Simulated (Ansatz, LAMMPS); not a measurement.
# Aqueous Sr2+ and TFSI-, 8.8 mol of salt per kg of water, from a frame at 360 K (150 atoms): geometry optimisation

Aim: bring aqueous Sr2+ and TFSI-, 8.8 mol of salt per kg of water, from a frame at 360 K (150 atoms) to a nearby minimum of the energy and see what moves.

Main program and level: Ansatz 0.2.0; Kohn-Sham DFT, PBEsol, PAW (set soft_2), plane waves.

Most raw output is cut from this account.

### Step 1. The starting structure

The cell holds 150 atoms: 6 N, 12 S, 43 O, 12 C, 36 F, 38 H and 3 Sr. Its edges and angles: a = 12.398 Å, b = 12.398 Å, c = 12.398 Å, α = 90.0°, β = 90.0°, γ = 90.0°. 19 H2O, 3 Sr2+, 6 TFSI- placed at random, at 1.99 g/cm³; overlaps pushed apart, then 10 ps at 420 K with divalent ions of Li, Roberts, Chakravorty and Merz (J. Chem. Theory Comput. 9, 2733 (2013)); MMFF94 bonds, angles, torsions, charges and radii (Halgren, J. Comput. Chem. 17, 490 (1996)) in harmonic and 12-6 forms; SPC/E water (Berendsen, Grigera and Straatsma, J. Phys. Chem. 91, 6269 (1987)); charges of ions scaled by 0.85. Snapshot after 20 ps at 360 K and fixed volume.

What the set-up can't give: The network of contacts between molecules at the start is that of the classical potential that made the cell. The concentration wasn't checked against solubility and may exceed it. The functional has no dispersion term, which matters for the binding between molecules or layers. The density was typed from a rule of thumb and may lie off the real one at this temperature. Only the Γ point is sampled, in a cell whose shortest periodic width is 12 Å.

### Step 2. Making the structure

A classical potential makes the cell, at a small fraction of what the same run would cost in DFT.

This step: classical MD, divalent ions of Li, Roberts, Chakravorty and Merz (J. Chem. Theory Comput. 9, 2733 (2013)); MMFF94 bonds, angles, torsions, charges and radii (Halgren, J. Comput. Chem. 17, 490 (1996)) in harmonic and 12-6 forms; SPC/E water (Berendsen, Grigera and Straatsma, J. Phys. Chem. 91, 6269 (1987)); charges of ions scaled by 0.85 (LAMMPS 22 Jul 2025 - Update 4).

The input, in.lmp:

```
# aqueous Sr2+ and TFSI-, 8.8 mol of salt per kg of water
units real
atom_style full
boundary p p p
bond_style harmonic
angle_style harmonic
dihedral_style opls
improper_style harmonic
special_bonds lj 0 0 0.5 coul 0 0 0.75
read_data data.lmp
neigh_modify delay 0 every 1 check yes one 4000
comm_modify cutoff 12.0
timestep 0.5
thermo_style custom step time temp pe press density
thermo_modify norm yes
# push overlapping molecules apart
pair_style soft 2.6
pair_coeff * * 0.0
variable a equal ramp(1,60)
fix ad all adapt 1 pair soft a * * v_a
velocity all create 420 565840 mom yes dist gaussian
fix lim all nve/limit 0.03
fix lan all langevin 420 420 50 565841 zero yes
thermo 1000
run 3000 post no
unfix ad
pair_style lj/cut/coul/long 9.0
pair_modify mix arithmetic tail yes
pair_coeff 1 1 0.0721 3.5530   # N
pair_coeff 2 2 0.2681 3.4180   # S
pair_coeff 3 3 0.0763 3.0960   # O
pair_coeff 4 4 0.0678 3.3680   # C
pair_coeff 5 5 0.0801 2.5590   # F
pair_coeff 6 6 0.1553 3.1660   # O
# [... 21 lines left out ...]
compute msd all msd com yes
thermo 5000
fix md all nvt temp 360 360 100
run 20000 post no
print "== T360: mean square displacement over the hold $(c_msd[4]:%.2f) A^2"
unfix md
uncompute msd
write_dump all custom T360.dump id type xs ys zs modify sort id
```

The run is started by

```console
$ lmp -in in.lmp -log none -nocite
```

Elapsed: 18 s, on 1 thread of Arm Neoverse V2, shared host; peak memory 0.12 GiB.

The input also reads data.lmp (atoms, bonds and types; not printed here).

### Step 3. Single point at the start

The forces at the start show how far the geometry lies from a minimum of this functional.

The input, input.yaml:

```yaml
crystal:
  lattice:
    - [12.39774, 0.0, 0.0]
    - [0.0, 12.39774, 0.0]
    - [0.0, 0.0, 12.39774]
  atoms:
    - { symbol: "N", position: [0.0439, 0.90893, 0.53516] }
    - { symbol: S, position: [0.1063, 0.83463, 0.46127] }
    - { symbol: O, position: [0.0655, 0.72376, 0.45413] }
    - { symbol: O, position: [0.22196, 0.83787, 0.47733] }
    - { symbol: C, position: [0.08449, 0.89665, 0.3263] }
    - { symbol: F, position: [0.07487, 0.00764, 0.33613] }
    - { symbol: F, position: [0.99512, 0.85429, 0.27361] }
    - { symbol: F, position: [0.17072, 0.88558, 0.25918] }
    - { symbol: S, position: [0.91445, 0.90633, 0.51641] }
    - { symbol: O, position: [0.87698, 0.95645, 0.41847] }
    - { symbol: O, position: [0.86175, 0.80234, 0.53552] }
    - { symbol: C, position: [0.8798, 0.00363, 0.63008] }
    - { symbol: F, position: [0.77546, 0.03575, 0.6297] }
    - { symbol: F, position: [0.94133, 0.09603, 0.63151] }
    - { symbol: F, position: [0.89783, 0.95874, 0.73295] }
    - { symbol: "N", position: [0.53822, 0.06077, 0.93633] }
    - { symbol: S, position: [0.50593, 0.00909, 0.0411] }
    - { symbol: O, position: [0.58367, 0.99314, 0.12915] }
    - { symbol: O, position: [0.44207, 0.9102, 0.03999] }
    - { symbol: C, position: [0.4177, 0.1184, 0.08436] }
    - { symbol: F, position: [0.4195, 0.20408, 0.01442] }
    - { symbol: F, position: [0.45492, 0.16438, 0.17904] }
    - { symbol: F, position: [0.31368, 0.08508, 0.11109] }
    - { symbol: S, position: [0.63494, 0.13923, 0.95965] }
    - { symbol: O, position: [0.64662, 0.21947, 0.87294] }
    - { symbol: O, position: [0.6316, 0.2024, 0.05968] }
    - { symbol: C, position: [0.74981, 0.04347, 0.96772] }
    - { symbol: F, position: [0.82159, 0.07739, 0.89229] }
    - { symbol: F, position: [0.72521, 0.93509, 0.94057] }
    - { symbol: F, position: [0.79586, 0.03964, 0.06287] }
    - { symbol: "N", position: [0.15767, 0.30018, 0.68644] }
    - { symbol: S, position: [0.099, 0.34936, 0.58022] }
    [... 112 atom lines left out ...]
    - { symbol: O, position: [0.48875, 0.6122, 0.26344] }
    - { symbol: H, position: [0.48167, 0.53447, 0.24309] }
    - { symbol: H, position: [0.54192, 0.64806, 0.21453] }
    - { symbol: Sr, position: [0.75852, 0.39755, 0.94458] }
    - { symbol: Sr, position: [0.95876, 0.54657, 0.4521] }
    - { symbol: Sr, position: [0.3959, 0.74219, 0.41057] }
kpoints:
  mp_grid: { grid: [1, 1, 1] }
hamiltonian:
  xc: pbesol
scf:
  occupations: { method: fermi_dirac, width: 0.05 }
output:
  forces: true
  stress: true
  populations: true
  dos:
    method: { smearing: { sigma: 0.1 } }
    de: 0.1
    projected: { site_lists: { C: [C], F: [F], H: [H], "N": ["N"], O: [O] } }
  eigenvalues: true
```

The run is started by

```console
$ ansatz run input.yaml --threads 4 --pin off --max-ram 8192MiB --backend cpu --events-out ev --progress --plain --runs-dir out
```

Elapsed: 42 s, on 4 threads of Arm Neoverse V2, shared host; peak memory 2.9 GiB.

Numbers from this run:

```yaml
free_energy: -79823.1485 eV
free_energy_per_atom: -532.1543 eV/atom
scf_cycles: 11
pressure: -1.255 GPa
r_m_s_force_component: 1.087 eV/Å
longest_force: 7.31 eV/Å
fermi_energy: 2.757 eV
spacing_of_highest_filled_and_lowest_empty_level: 4.263 eV
spilling_of_the_projection: 0.01436
```

The r.m.s. force component of 1.1 eV/Å and the pressure of -1.3 GPa set the starting point.

Neighbours are counted within 1.21 Å (O-H), 1.88 Å (O-S), 3.18 Å (O-Sr), 1.62 Å (F-C), 2.21 Å (C-S), 2.02 Å (S-N).

Length of the force by element and coordination:

| element | coordination | atoms | mean length of the force (eV/Å) | spread | least | most |
| --- | --- | --- | --- | --- | --- | --- |
| C | all | 12 | 3.24 | 1.13 | 1.71 | 6.53 |
| F | all | 36 | 1.38 | 0.682 | 0.350 | 2.77 |
| H | all | 38 | 1.04 | 0.328 | 0.325 | 1.50 |
| N | all | 6 | 2.22 | 0.974 | 0.533 | 3.44 |
| O | all | 43 | 1.04 | 0.612 | 0.334 | 3.09 |
| O | 1 | 12 | 1.58 | 0.613 | 0.619 | 3.09 |
| O | 2 | 20 | 0.913 | 0.528 | 0.393 | 2.64 |
| O | 3 | 11 | 0.670 | 0.246 | 0.334 | 1.26 |
| S | all | 12 | 3.35 | 1.45 | 1.76 | 7.31 |
| Sr | all | 3 | 0.778 | 0.167 | 0.557 | 0.961 |
| Sr | 7 | 1 | 0.817 | 0 | 0.817 | 0.817 |
| Sr | 8 | 2 | 0.759 | 0.202 | 0.557 | 0.961 |

### Step 4. Relaxation

With the cell held, the atoms are moved downhill towards a nearby minimum.

input.yaml, the sections that differ from step 3:

```yaml
output:
  forces: true
relax:
  f_tol: 0.05
  max_steps: 200
# crystal, kpoints, hamiltonian, scf: as in step 3
```

It took 12 min on 4 threads; peak memory 2.9 GiB.

The steps of the relaxation (22 of 38):

| step | energy less that of the first step (eV) | largest force component (eV/Å) |
| --- | --- | --- |
| 1 | 0.0000 | 4.9458 |
| 3 | -8.5237 | 1.7478 |
| 5 | -10.0637 | 2.5847 |
| 6 | -10.6712 | 1.5515 |
| 8 | -11.3103 | 1.0387 |
| 10 | -11.6101 | 1.0252 |
| 12 | -12.0158 | 0.4525 |
| 13 | -12.1367 | 0.6900 |
| 15 | -12.3495 | 0.4593 |
| 17 | -12.4854 | 0.5970 |
| 19 | -12.5933 | 0.3902 |
| 20 | -12.6192 | 0.2161 |
| 22 | -12.6554 | 0.1590 |
| 24 | -12.6705 | 0.1818 |
| 26 | -12.6822 | 0.0422 |
| 27 | -12.6822 | 0.0422 |
| 29 | -12.6879 | 0.1049 |
| 31 | -12.6984 | 0.2988 |
| 33 | -12.7150 | 0.1534 |
| 34 | -12.7171 | 0.0919 |
| 36 | -12.7042 | 0.1591 |
| 38 | -12.7310 | 0.0349 |

Relaxation step 36 was tried and not accepted.

The atoms that moved most (Å):

| atom | dx | dy | dz | length |
| --- | --- | --- | --- | --- |
| H141 | -1.453 | -1.422 | 0.966 | 2.251 |
| H108 | 0.053 | 1.637 | -1.326 | 2.108 |
| O106 | 0.103 | 1.524 | -1.156 | 1.916 |
| H126 | -1.070 | 0.827 | -1.207 | 1.813 |
| H134 | -0.534 | 0.055 | 1.634 | 1.720 |
| O139 | -0.912 | -1.018 | 1.010 | 1.699 |
| O25 | 0.686 | -0.663 | -1.330 | 1.636 |
| O133 | -0.585 | -0.080 | 1.502 | 1.614 |

The relaxation changed the energy by -84.9 meV/atom, and atoms moved by 0.88 Å r.m.s., 2.3 Å at most.

### Step 5. Structure statistics after relaxation

Bonds before and after, by the cutoffs listed below:

| pair | bonds before | bonds after | mean before (Å) | mean after (Å) | spread before (Å) | spread after (Å) |
| --- | --- | --- | --- | --- | --- | --- |
| O-H | 38 | 38 | 1.000 | 0.992 | 0.000 | 0.014 |
| O-S | 24 | 24 | 1.461 | 1.453 | 0.019 | 0.008 |
| O-Sr | 24 | 23 | 2.791 | 2.596 | 0.158 | 0.102 |
| F-C | 36 | 36 | 1.363 | 1.331 | 0.027 | 0.007 |
| C-S | 12 | 12 | 1.840 | 1.877 | 0.049 | 0.013 |
| S-N | 12 | 12 | 1.568 | 1.578 | 0.040 | 0.008 |

Density 1.99 g/cm³, 12.70 Å³ an atom.

g(r), total and by pair (bins of 0.2 Å):

| r (Å) | total | O-O | O-H | O-F | O-C | O-S | O-N |
| --- | --- | --- | --- | --- | --- | --- | --- |
| 0.90 | 2.12 | 0.00 | 14.65 | 0.00 | 0.00 | 0.00 | 0.00 |
| 1.10 | 0.52 | 0.00 | 3.54 | 0.00 | 0.00 | 0.00 | 0.00 |
| 1.30 | 1.38 | 0.00 | 0.00 | 0.00 | 0.00 | 0.00 | 0.00 |
| 1.50 | 1.58 | 0.00 | 0.57 | 0.00 | 0.00 | 16.60 | 0.00 |
| 1.70 | 0.42 | 0.00 | 2.21 | 0.00 | 0.00 | 0.00 | 0.00 |
| 1.90 | 0.55 | 0.00 | 1.97 | 0.00 | 0.00 | 0.00 | 0.00 |
| 2.10 | 0.73 | 0.00 | 0.10 | 0.00 | 0.00 | 0.00 | 0.00 |
| 2.30 | 0.32 | 0.00 | 0.18 | 0.00 | 0.00 | 0.00 | 0.00 |
| 2.50 | 0.76 | 1.98 | 0.15 | 0.00 | 0.00 | 0.00 | 11.04 |
| 2.70 | 1.40 | 2.44 | 0.56 | 0.52 | 5.00 | 0.00 | 0.00 |
| 2.90 | 1.02 | 1.96 | 1.20 | 2.16 | 0.00 | 0.17 | 0.00 |
| 3.10 | 1.17 | 1.64 | 1.83 | 1.84 | 0.16 | 0.62 | 0.29 |
| 3.30 | 1.00 | 1.07 | 2.26 | 1.09 | 0.42 | 1.23 | 0.00 |
| 3.50 | 0.97 | 1.01 | 1.57 | 0.90 | 0.73 | 0.72 | 0.24 |
| 3.70 | 1.04 | 0.73 | 0.91 | 1.34 | 0.95 | 1.18 | 0.87 |
| 3.90 | 1.05 | 0.86 | 1.12 | 0.54 | 1.36 | 2.00 | 0.76 |
| 4.10 | 0.97 | 0.83 | 1.37 | 0.38 | 1.13 | 1.15 | 0.18 |
| 4.30 | 0.97 | 0.98 | 1.10 | 0.76 | 0.95 | 0.72 | 0.32 |
| 4.50 | 0.87 | 1.20 | 0.66 | 0.72 | 0.72 | 0.95 | 0.29 |
| 4.70 | 1.04 | 1.27 | 0.63 | 1.01 | 1.00 | 1.20 | 1.06 |
| 4.90 | 0.96 | 1.34 | 0.83 | 0.95 | 0.99 | 0.19 | 1.83 |
| 5.10 | 1.06 | 0.85 | 0.98 | 1.13 | 1.19 | 1.02 | 1.01 |
| 5.30 | 1.08 | 0.82 | 1.50 | 1.01 | 0.63 | 0.57 | 1.25 |
| 5.50 | 1.04 | 0.76 | 1.04 | 1.19 | 0.73 | 1.11 | 0.88 |
| 5.70 | 1.00 | 1.06 | 0.81 | 1.03 | 1.31 | 1.40 | 1.27 |
| 5.90 | 0.99 | 0.97 | 0.96 | 1.11 | 0.93 | 1.19 | 1.19 |
| 6.10 | 1.06 | 1.00 | 0.91 | 1.26 | 0.92 | 1.34 | 1.03 |

Bonds by pair of elements; cutoffs follow the first minimum of g(r), held within bounds set by covalent radii, and pairs that aren't listed don't count as bonded:

| pair A-B | cutoff (Å) | bonds | mean length (Å) | spread (Å) | shortest (Å) | B about A | A about B |
| --- | --- | --- | --- | --- | --- | --- | --- |
| O-H | 1.21 | 38 | 0.992 | 0.014 | 0.971 | 0.884 | 1 |
| O-S | 1.88 | 24 | 1.45 | 0.008 | 1.43 | 0.558 | 2 |
| O-Sr | 3.27 | 23 | 2.60 | 0.102 | 2.46 | 0.535 | 7.67 |
| F-C | 1.62 | 36 | 1.33 | 0.007 | 1.32 | 1 | 3 |
| C-S | 2.21 | 12 | 1.88 | 0.013 | 1.86 | 1 | 1 |
| S-N | 1.98 | 12 | 1.58 | 0.008 | 1.57 | 1 | 2 |

How many atoms have how many bonded neighbours:

| element | mean | 1 | 2 | 3 | 4 | 7 | 8 |
| --- | --- | --- | --- | --- | --- | --- | --- |
| C | 4 | 0 | 0 | 0 | 12 | 0 | 0 |
| F | 1 | 36 | 0 | 0 | 0 | 0 | 0 |
| H | 1 | 38 | 0 | 0 | 0 | 0 | 0 |
| N | 2 | 0 | 6 | 0 | 0 | 0 | 0 |
| O | 1.98 | 11 | 22 | 10 | 0 | 0 | 0 |
| S | 4 | 0 | 0 | 0 | 12 | 0 | 0 |
| Sr | 7.67 | 0 | 0 | 0 | 0 | 1 | 2 |

Bond angles, per cent of each kind in bins of 5°:

| angle (°) | O-Sr-O | F-C-S | F-C-F | C-S-O | N-S-O |
| --- | --- | --- | --- | --- | --- |
| 60–65 | 2.6 | 0.0 | 0.0 | 0.0 | 0.0 |
| 65–70 | 11.7 | 0.0 | 0.0 | 0.0 | 0.0 |
| 70–75 | 14.3 | 0.0 | 0.0 | 0.0 | 0.0 |
| 75–80 | 10.4 | 0.0 | 0.0 | 0.0 | 0.0 |
| 80–85 | 10.4 | 0.0 | 0.0 | 0.0 | 0.0 |
| 85–90 | 2.6 | 0.0 | 0.0 | 0.0 | 0.0 |
| 90–95 | 2.6 | 0.0 | 0.0 | 0.0 | 0.0 |
| 95–100 | 2.6 | 0.0 | 0.0 | 0.0 | 0.0 |
| 100–105 | 6.5 | 0.0 | 0.0 | 62.5 | 0.0 |
| 105–110 | 0.0 | 58.3 | 88.9 | 37.5 | 37.5 |
| 110–115 | 0.0 | 41.7 | 11.1 | 0.0 | 37.5 |
| 115–120 | 2.6 | 0.0 | 0.0 | 0.0 | 25.0 |
| 120–125 | 1.3 | 0.0 | 0.0 | 0.0 | 0.0 |
| 125–130 | 2.6 | 0.0 | 0.0 | 0.0 | 0.0 |
| 130–135 | 7.8 | 0.0 | 0.0 | 0.0 | 0.0 |
| 135–140 | 6.5 | 0.0 | 0.0 | 0.0 | 0.0 |
| 140–145 | 10.4 | 0.0 | 0.0 | 0.0 | 0.0 |
| 145–150 | 1.3 | 0.0 | 0.0 | 0.0 | 0.0 |
| 150–155 | 1.3 | 0.0 | 0.0 | 0.0 | 0.0 |
| 155–160 | 2.6 | 0.0 | 0.0 | 0.0 | 0.0 |

Bond angles (no mean is given where the spread exceeds 20°):

| angle | count | mean (°) | spread (°) |
| --- | --- | --- | --- |
| O-Sr-O | 77 | - | - |
| F-C-S | 36 | 110 | 1.3 |
| F-C-F | 36 | 109 | 0.7 |
| C-S-O | 24 | 105 | 1.3 |
| N-S-O | 24 | 112 | 3.1 |

Hydrogen bonds between water molecules (O–O under 3.5 Å, H–O···O angle under 30°):

| hydrogen bonds to other water | molecules |
| --- | --- |
| 0 | 2 |
| 1 | 2 |
| 2 | 8 |
| 3 | 6 |
| 4 | 1 |

First shells of the ions:

| ion | count | shell | mean number |
| --- | --- | --- | --- |
| Sr | 3 | water O within 3.4 A | 3.33 |

Bond length by coordination (bonds to H left out):

| element | coordination | atoms | mean bond length (Å) |
| --- | --- | --- | --- |
| O | 1 | 11 | 1.45 |
| O | 2 | 13 | 2.05 |
| O | 3 | 10 | 2.54 |
| Sr | 7 | 1 | 2.57 |
| Sr | 8 | 2 | 2.61 |

With the cutoffs above, all C atoms have 4, all F atoms have 1, all H atoms have 1 and all N atoms have 2 bonded neighbours. The 19 water molecules hold 2.11 hydrogen bonds each to other water on average, with a mean O–O distance of 2.72 Å. Ion shells in this frame: Sr 3.3 (water O within 3.4 Å).

(Continued in part 2 of 2.)

[Logs are printed without paths, hosts, clocks, repeated set-up lines and the standing remarks that a program may print on its own settings, such as how far it seeks lower states.]

[Hosts, paths, dates, database ids (printed as entryN), source tags and the programs' standing remarks are cut or masked in the printed files.]

[The MMFF94 radii named for the starting cell were scaled by 0.96; in molecules described by MMFF94, hydrogen bound to N, O or S took a small fixed 12-6 site in their place.]
